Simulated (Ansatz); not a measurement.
# Gap against volume in SiH13C6BrN2 (P2_1/c) (92 atoms)

The cell holds 92 atoms: 4 Si, 52 H, 24 C, 4 Br and 8 N. Its edges and angles: a = 10.643 Å, b = 9.097 Å, c = 12.421 Å, α = 90.0°, β = 112.8°, γ = 90.0°. It derives from SiH13C6BrN2 (P2_1/c), repeated 1×1×1. The starting structure: SiH13C6BrN2, space group P2_1/c, structure from the Crystallography Open Database, 1 x 1 x 1 conventional cells; positions as listed; bonds to H set to neutron lengths (C-H 1.089, N-H 1.015, O-H 0.983, B-H 1.19 Å) where the listed ones are shorter.

Calculated with Ansatz 0.2.0: Kohn-Sham DFT, PBEsol, PAW (set soft_2), plane waves; cutoff 420 eV, Γ point, fixed occupations. The relaxed cell was scaled evenly and the atoms were relaxed at each volume. The gap is that between the highest filled and the lowest empty Kohn-Sham level on the run's k-points.

```
volume (Å³/atom)  gap (eV)
          10.846               4.018
          11.328               3.998
          11.690               3.974
          12.051               3.951
          12.413                   ?
          12.774               3.900
```

Task: Fit a straight line in ln V to the rows given and interpolate to the withheld row.

**Working.**

A volume deformation potential makes the spacing linear in u = ln(V/V0), with V0 = 12.051 Å³ the relaxed volume; v is the spacing.

```
u = ln(V/V0)  v (eV)
   -0.105361  4.0182
  -0.0618765  3.9985
  -0.0304597  3.9744
           0  3.9515
   0.0582687  3.9001
```

With n = 5: mean u = -0.0278857, mean v = 3.96854, Σ(u − ū)² = 0.015365, Σ(u − ū)(v − v̄) = -0.011252. Slope b = -0.011252 / 0.015365 = -0.73236; intercept a = v̄ − b ū = 3.9481.

At the withheld volume u = 0.02956, and v = a + b u.

Prediction at 12.413: 3.926 eV. The run gave 3.927 eV, so the fit is low by 8.3e-4 eV (0.021 % of the value).

The slope, -0.73 eV, says that the spacing narrows on expansion. Among the rows given, the largest miss of the fit is at 10.846, by 0.0071 eV (6.0 % of the range of the table).

Limits: The table spans 16 % in volume, wide for a linear law. Semilocal functionals tend to put gaps under measured ones. Only the Γ point is sampled. The mesh needn't hold the band edges.

[Logs are printed without paths, hosts, clocks, repeated set-up lines and the standing remarks that a program may print on its own settings, such as how far it seeks lower states.]

[Hosts, paths, dates, database ids (printed as entryN), source tags and the programs' standing remarks are cut or masked in the printed files.]
